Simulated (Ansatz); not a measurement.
# SnP2O7 (P-1):Sn_P (site 2), thermodynamic levels from a 80-atom cell

Charge states of Sn_P (site 2) in SnP2O7 (P-1), set against the band edges. Model: a cell of 80 host atoms with 1 P taken out and 1 Sn put in.

Main program and level: Ansatz 0.2.0; place-levels on PBEsol runs: charge-transition levels and formation energies with image-charge correction and potential alignment at the atomic sites.

Report form: the programs' logs are mostly left out.

### Step 1. The starting structure

The cell holds 80 atoms: 9 Sn, 15 P and 56 O. Its edges and angles: a = 13.590 Å, b = 10.078 Å, c = 10.063 Å, α = 119.1°, β = 111.6°, γ = 89.7°. It derives from SnP2O7 (space group P-1). Nearest the centre at fractional (0.639, 0.206, 0.683): Sn11 at 0.00 Å, O43 at 1.51 Å, O75 at 1.53 Å, O47 at 1.53 Å, O39 at 1.60 Å, P15 at 3.00 Å, O33 at 3.17 Å, Sn7 at 3.28 Å.

Known beforehand: the electronic dielectric constant, (2.80, 2.77, 2.75), and the static one, principal values (6.08, 6.10, 6.49), computed on the host (DFPT, PBEsol).

The cell's shortest repeat is 10.1 Å.

### Step 2. What was run first

Levels follow from differences of total energies between charge states, each relaxed by itself.

Each atom starts 0.05 Å or so off its site in a random direction. Forces are taken at one point at (¼, ¼, ¼). The cell holds 1 electron more than the neutral one, with a uniform background that keeps it neutral on the whole.

The sampling was tested on the host first: at the k-points planned (1x1x1 shifted 0.25 0.25 0.25) its energy lies -0.001 eV an atom from the dense-mesh value, under the bound of 0.02 eV set for this test; that bounds the host's error, not the defect's.

One of the inputs; charge, spin and start change from state to state.

qm1.relax/input.yaml

```yaml
crystal:
  lattice:
    - [-4.79405596, 9.90479183, 7.97434324]
    - [5.1340544, -3.74162659, 7.82332992]
    - [5.06851155, 3.70418079, -7.86518711]
  atoms:
    - { symbol: Sn, position: [0.47326112, 0.48770827, 0.22837775] }
    - { symbol: Sn, position: [0.47326112, 0.98770827, 0.72837775] }
[... 4 atom lines left out ...]
    - { symbol: Sn, position: [0.52673888, 0.01229173, 0.27162225] }
    - { symbol: Sn, position: [0.52673888, 0.51229173, 0.77162225] }
[... 2 atom lines left out ...]
    - { symbol: Sn, position: [0.6388048, 0.20587547, 0.68276217] }
[... 3 atom lines left out ...]
    - { symbol: P, position: [0.88167676, 0.29539679, 0.86116541] }
[... 11 atom lines left out ...]
    - { symbol: O, position: [0.88244246, 0.32553944, 0.7267185] }
[... 2 atom lines left out ...]
    - { symbol: O, position: [0.36769669, 0.91585499, 0.48953469] }
[... 2 atom lines left out ...]
    - { symbol: O, position: [0.43911721, 0.16736697, 0.36824172] }
[... 1 atom line left out ...]
    - { symbol: O, position: [0.93911721, 0.16736697, 0.86824172] }
[... 3 atom lines left out ...]
    - { symbol: O, position: [0.75897845, 0.23072713, 0.81210737] }
[... 3 atom lines left out ...]
    - { symbol: O, position: [0.56917027, 0.15175757, 0.7422169] }
[... 3 atom lines left out ...]
    - { symbol: O, position: [0.6225848, 0.36178718, 0.69702219] }
[... 3 atom lines left out ...]
    - { symbol: O, position: [0.58003706, 0.05585704, 0.96661837] }
[... 3 atom lines left out ...]
    - { symbol: O, position: [0.91996294, 0.44414296, 0.03338163] }
[... 5 atom lines left out ...]
    - { symbol: O, position: [0.43082973, 0.34824243, 0.7577831] }
    - { symbol: O, position: [0.43082973, 0.84824243, 0.2577831] }
[... 9 atom lines left out ...]
    - { symbol: O, position: [0.56088279, 0.83263303, 0.63175828] }
[... 2 atom lines left out ...]
    - { symbol: O, position: [0.63230331, 0.08414501, 0.51046531] }
    - { symbol: O, position: [0.63230331, 0.58414501, 0.01046531] }
[... 2 atom lines left out ...]
    - { symbol: O, position: [0.61755754, 0.17446056, 0.2732815] }
    - { symbol: O, position: [0.61755754, 0.67446056, 0.7732815] }
  host:
    repeats: [1, 1, 1]
    atoms:
      - { symbol: Sn, position: [0.47326112, 0.48770827, 0.22837775] }
      - { symbol: Sn, position: [0.47326112, 0.98770827, 0.72837775] }
      # ... 78 more atoms of the perfect host
total_charge: -1
basis:
  ecutwfc: 420
  xc_grid: 2
hamiltonian:
  xc: pbesol
kpoints:
  mp_grid: { grid: [1, 1, 1], shift: [0.25, 0.25, 0.25] }
scf:
  occupations: { method: fixed }
  max_iter: 80
output:
  forces: true
  charged_corrections:
    epsilon: [2.8, 2.77, 2.75]
    static_epsilon: [[6.3, 0.2, -0.02], [0.2, 6.28, -0.03], [-0.02, -0.03, 6.1]]
    defect_position: [0.638805, 0.205875, 0.682762]
relax:
  f_tol: 0.02
  max_steps: 80
  random_displacement: { amplitude: 0.05, seed: 8017 }
checkpoint:
  write: "../qm1.relax.run"
  compress: false
  write_wavefunctions: true
  write_every: 100000
```

On the command line:

```bash
> ansatz run input.yaml --threads 4 --pin off --max-ram 7536MiB --backend cpu --events-out ev --progress --plain --runs-dir out
```

The relaxed structure is kept and the sampling changed to a 2×2×2 shifted mesh.

The run of this state that the levels use, under PBEsol:

qm1.point/input.yaml

```yaml
crystal:
  checkpoint: "../qm1.relax.run"
  host: checkpoint
total_charge: -1
basis:
  ecutwfc: 420
  xc_grid: 2
hamiltonian:
  xc: pbesol
kpoints:
  mp_grid: { grid: [2, 2, 2], shift: [0.5, 0.5, 0.5] }
scf:
  occupations: { method: fermi_dirac, width: 0.01 }
  max_iter: 80
output:
  forces: true
  eigenvalues: true
  charged_corrections:
    epsilon: [2.8, 2.77, 2.75]
    static_epsilon: [[6.3, 0.2, -0.02], [0.2, 6.28, -0.03], [-0.02, -0.03, 6.1]]
    defect_position: [0.638805, 0.205875, 0.682762]
  eigenstates: { localisation: true }
  populations: true
  band_densities: [{ bands: [v1, v1] }, { bands: [c1, c1] }]
  write_density: true
  write_potential: true
  volumetric_format: npy
  elf: true
checkpoint:
  read: "../qm1.relax.run"
  write: "../qm1.point.run"
  compress: false
  write_wavefunctions: false
  write_every: 100000
```

Relaxations under PBEsol at one point at (¼, ¼, ¼); times on 4 threads of Arm Neoverse V1, shared host:

```tsv
charge	moment (μB)	occupations	outcome	steps	largest displacement against the far atoms (Å)	time
−1	0	fixed	converged	11	0.49	3.4 min
0	1	fixed	converged	19	0.57	15 min
```

Single points under PBEsol at a 2×2×2 shifted mesh; times on 4 threads of Arm Neoverse V1, shared host:

```tsv
charge	moment (μB)	occupations	outcome	time
−1	0	fermi-dirac	converged	2.7 min
0	1	fermi-dirac	converged	5.7 min
```

Distances (Å) from Sn11 to the nearest atoms after relaxation with PBEsol:

```tsv
charge	moment (μB)	1.	2.	3.	4.	5.	6.
−1	0	O 1.90	O 1.91	O 1.92	O 1.99	O 3.03	P 3.13
0	1	O 1.90	O 1.91	O 1.97	O 2.00	O 2.93	P 3.09
```

### Step 3. Levels against the band edges, PBEsol

A charged cell interacts with its images and the background, and its potential has another zero than the host's. place-levels removes the first by a point-charge model, screened by the static dielectric constant since the ions have relaxed around the charge, and the second by comparing potentials at atoms far from the defect.

The host is a run of the defect-free crystal in the same cutoffs, grids and k-points, so that basis and sampling errors cancel in part in the differences. Its band edges come from a run of the primitive cell that searches the zone for them. Chemical potentials are energies per atom of P (black phosphorus) and Sn (alpha-Sn (diamond)), run with the same functional and cutoff.

levels.point.yaml

```yaml
host:
  run: host.point.run
  levels_from: { run: edges.point.run }
states: [qm1.point.run, q0_M1.point.run]
geometry_from:
  qm1.point.run: qm1.relax.run
  q0_M1.point.run: q0_M1.relax.run
  host.point.run: host.relax.run
chemical_potentials:
  P:
    energy: -740.035931
    dataset: <sha256 of the dataset>
  Sn:
    energy: -5949.752393
    dataset: "<sha256 of the dataset>"
epsilon: [2.8, 2.77, 2.75]
static_epsilon:
  - [6.3, 0.2, -0.02]
  - [0.2, 6.28, -0.03]
  - [-0.02, -0.03, 6.1]
vertical:
  - { from: qm1.point.run, to: qm1.point_neutral.run }
```

On the command line:

```bash
> ansatz place-levels levels.point.yaml -- --threads 4 --pin off --max-ram 7536MiB
```

Wall time 0.34 s (4 threads of Arm Neoverse V1, shared host).

Levels between the charges placed, in eV above the valence top:

```tsv
	gap (eV)	(0/−1)
PBEsol	4.17	0.95
```

Corrections by state:

```tsv
charge	moment (μB)	image terms and alignment (eV)	band filling (eV)	ε used	over the lowest of its charge, as the program ranks them, band filling apart (eV)
0	1.0	0.000	-	-	0.000
−1	0.0	0.189	-	principal values (6.08, 6.10, 6.49)	0.000
```

The charged structures listed were also run neutral, and place-levels reads from each pair, by the potential or the spins, how wide the charge is by which they differ; that can be the carrier of either run.

```tsv
charge	rms radius (Å)	spread where it is widest against the cell (Å)	wide from (Å)	reading
−1	3.5	1.84	1.38	wide
```

The neutral runs of these pairs need not share the spin of the lowest neutral state, and very wide values only mean spread over the cell.

From the program's caveats on the states, each cut to its opening words:

- charge 0 (1 μB): its displacements don't fall off away from the defect: farther atoms stand 0.06 Å off the host's places
- charge −1: it parts from the run at its places by a charge that spreads by about 1.8 Å along one vector (1.4 Å or more is wide), by its potential at epsilon [2.8, 2.77, [...]
- charge −1: the far atoms show a dipole or second moment of the defect's charge, for which the correction takes or leaves out 0.077 eV: further moments aren't read, and [...]
- charge −1: its displacements don't fall off away from the defect: farther atoms stand 0.075 Å off the host's places

Chemical potentials of the elements' reference phases, run alike. Formation energy by charge state (elemental references; gap 4.17 eV):

```tsv
charge	at valence top (eV)	at conduction bottom (eV)	correction included (eV)
0	6.16	6.16	0.00
−1	7.11	2.94	0.19
```

(Fermi level (eV), lowest formation energy (eV)): (0.00, 6.16), (0.38, 6.16), (0.76, 6.16), (1.14, 5.97), (1.52, 5.59), (1.90, 5.21), (2.28, 4.83), (2.66, 4.45), (3.04, 4.07), (3.41, 3.69), (3.79, 3.32), (4.17, 2.94)

### Step 4. Effect of the sampling

The relaxations' own energies give the levels at their sampling, for comparison.

levels.relax_mesh.yaml

```yaml
host:
  run: host.relax.run
  levels_from: { run: edges.relax.run }
states: [qm1.relax.run, q0_M1.relax.run]
chemical_potentials:
  P:
    energy: -740.035931
    dataset: <sha256 of the dataset>
  Sn:
    energy: -5949.752393
    dataset: "<sha256 of the dataset>"
```

On the command line:

```bash
> ansatz place-levels levels.relax_mesh.yaml -- --threads 4 --pin off --max-ram 7536MiB
```

Wall time 0.15 s (4 threads).

Levels between neighbouring charges, in eV above the valence top:

```tsv
	gap (eV)	(0/−1)
one point at (¼, ¼, ¼)	4.17	0.95
a 2×2×2 shifted mesh	4.17	0.95
```

Going from one point at (¼, ¼, ¼) to a 2×2×2 shifted mesh moves the levels that carry no band-filling term by up to 0.00 eV and formation energies against the elements by up to 0.00 eV.

### Step 5. A changed set-up

The levels are placed again with one choice changed, to see how much they rest on it.

levels.try0.yaml is levels.point.yaml with these lines changed:

```diff
+defect_position:
+  qm1.point.run: [0.7588, 0.3259, 0.8028]
```

On the command line:

```bash
> ansatz place-levels levels.try0.yaml -- --threads 4 --pin off --max-ram 7536MiB
```

The change: the charge placed away from the defect.

Levels in eV above the valence top; the changed ones are not the defect's:

```tsv
	gap (eV)	(0/−1)
changed	4.17	0.90
as set up	4.17	0.95
```

The largest shift is 0.04 eV.

### Step 6. Results

| Item | Value |
| --- | --- |
| gap of the host | 4.17 eV (PBEsol) |
| level (0/minus 1) | 0.95 eV above the valence top |
| lowest of the charges placed, just above the valence top (0.02 eV) | 0 |
| lowest of the charges placed, just below the conduction bottom (0.02 eV) | −1 |
| lowest formation energy at mid-gap of the charges run, elemental references | 5.02 eV |

In words: Of the charges placed (−1 and 0), the lowest changes at 0.95 eV (0/−1) above the valence top, in a gap of 4.17 eV. Charges above 0 and below −1 were not placed, so these runs say nothing of levels that involve them. States placed: 0 at 1 μB; −1 at 0 μB. Other spin states or structures, where not listed, weren't placed. Going from one point at (¼, ¼, ¼) to a 2×2×2 shifted mesh moves the levels that carry no band-filling term by up to 0.00 eV and formation energies against the elements by up to 0.00 eV. Keep in mind: PBEsol makes the gap too small and tends to spread out bound carriers; where a gas molecule sets a chemical potential or the host's formation energy, its binding is uncorrected; spin–orbit coupling, which can matter with heavy atoms, is left out.

[Logs are printed without paths, hosts, clocks, repeated set-up lines and the standing remarks that a program may print on its own settings, such as how far it seeks lower states.]

[Hosts, paths, dates, database ids (printed as entryN), source tags and the programs' standing remarks are cut or masked in the printed files.]

[Where a table of states has a column of steps, it counts the stored structures, which are thinned; the runs took as many ionic steps or more.]

[A defect's name tells the site on which it was built; relaxed atoms can leave that site.]

[For some hosts the program warned that the k-mesh of the response run may be too coarse for force constants and the static dielectric constant; such warnings are not shown here.]
